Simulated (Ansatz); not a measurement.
In doubt: masses and optical values from hybrid runs of this build are listed as unsure, which bears on the screening that GW takes from such a start.

Rows from a G0W0 calculation on SiO2 (P3_221) (Ansatz 0.2.0; G0W0 on HSE06, plane waves, PAW; 6×6×4 mesh, 673 empty bands, screening to 190 eV, hard PAW files), in eV. Spin-orbit coupling is left out.

```csv
row,k,band,start,Σx,Σc at the solution,Vxc
A,"(0.333, 0.333, 0.000)",c1,12.079,-7.654,-3.526,-12.237
B,"(0.333, 0.333, 0.000)",v1,1.184,-26.851,3.426,-22.253
C,"(0.333, 0.333, 0.000)",v2,0.719,-26.599,3.468,-21.930
D,Γ,v1,0.856,-26.359,3.423,-21.727
E,Γ,c2,12.447,-6.046,-3.643,-10.736
F,Γ,c1,9.012,-7.209,-3.226,-11.303
```

**Question.** Give the quasiparticle energies and the shift of each level.

The quasiparticle equation reads E = start + Σx + Σc(E) − Vxc.

```csv
row,E (eV),shift (eV)
A,13.136,+1.057
B,0.012,−1.172
C,-0.483,−1.202
D,-0.353,−1.209
E,13.493,+1.046
F,9.879,+0.868
```

The gap over the computed points goes from 7.83 eV to 9.87 eV.

Limits: not at the basis limit.

[Paths, hosts, dates, memory and timing lines, banners, echoed tables and standing remarks are left out of the program output.]

[Logs are printed without paths, hosts, clocks, repeated set-up lines and the standing remarks that a program may print on its own settings, such as how far it seeks lower states.]

[Runs of the session that timed out or met a known fault of the program may be left out.]

[Cells called generated may have been cut or substituted from an entry of the Crystallography Open Database or the Materials Project.]

[Hosts, paths, dates, database ids (printed as entryN), source tags and the programs' standing remarks are cut or masked in the printed files.]
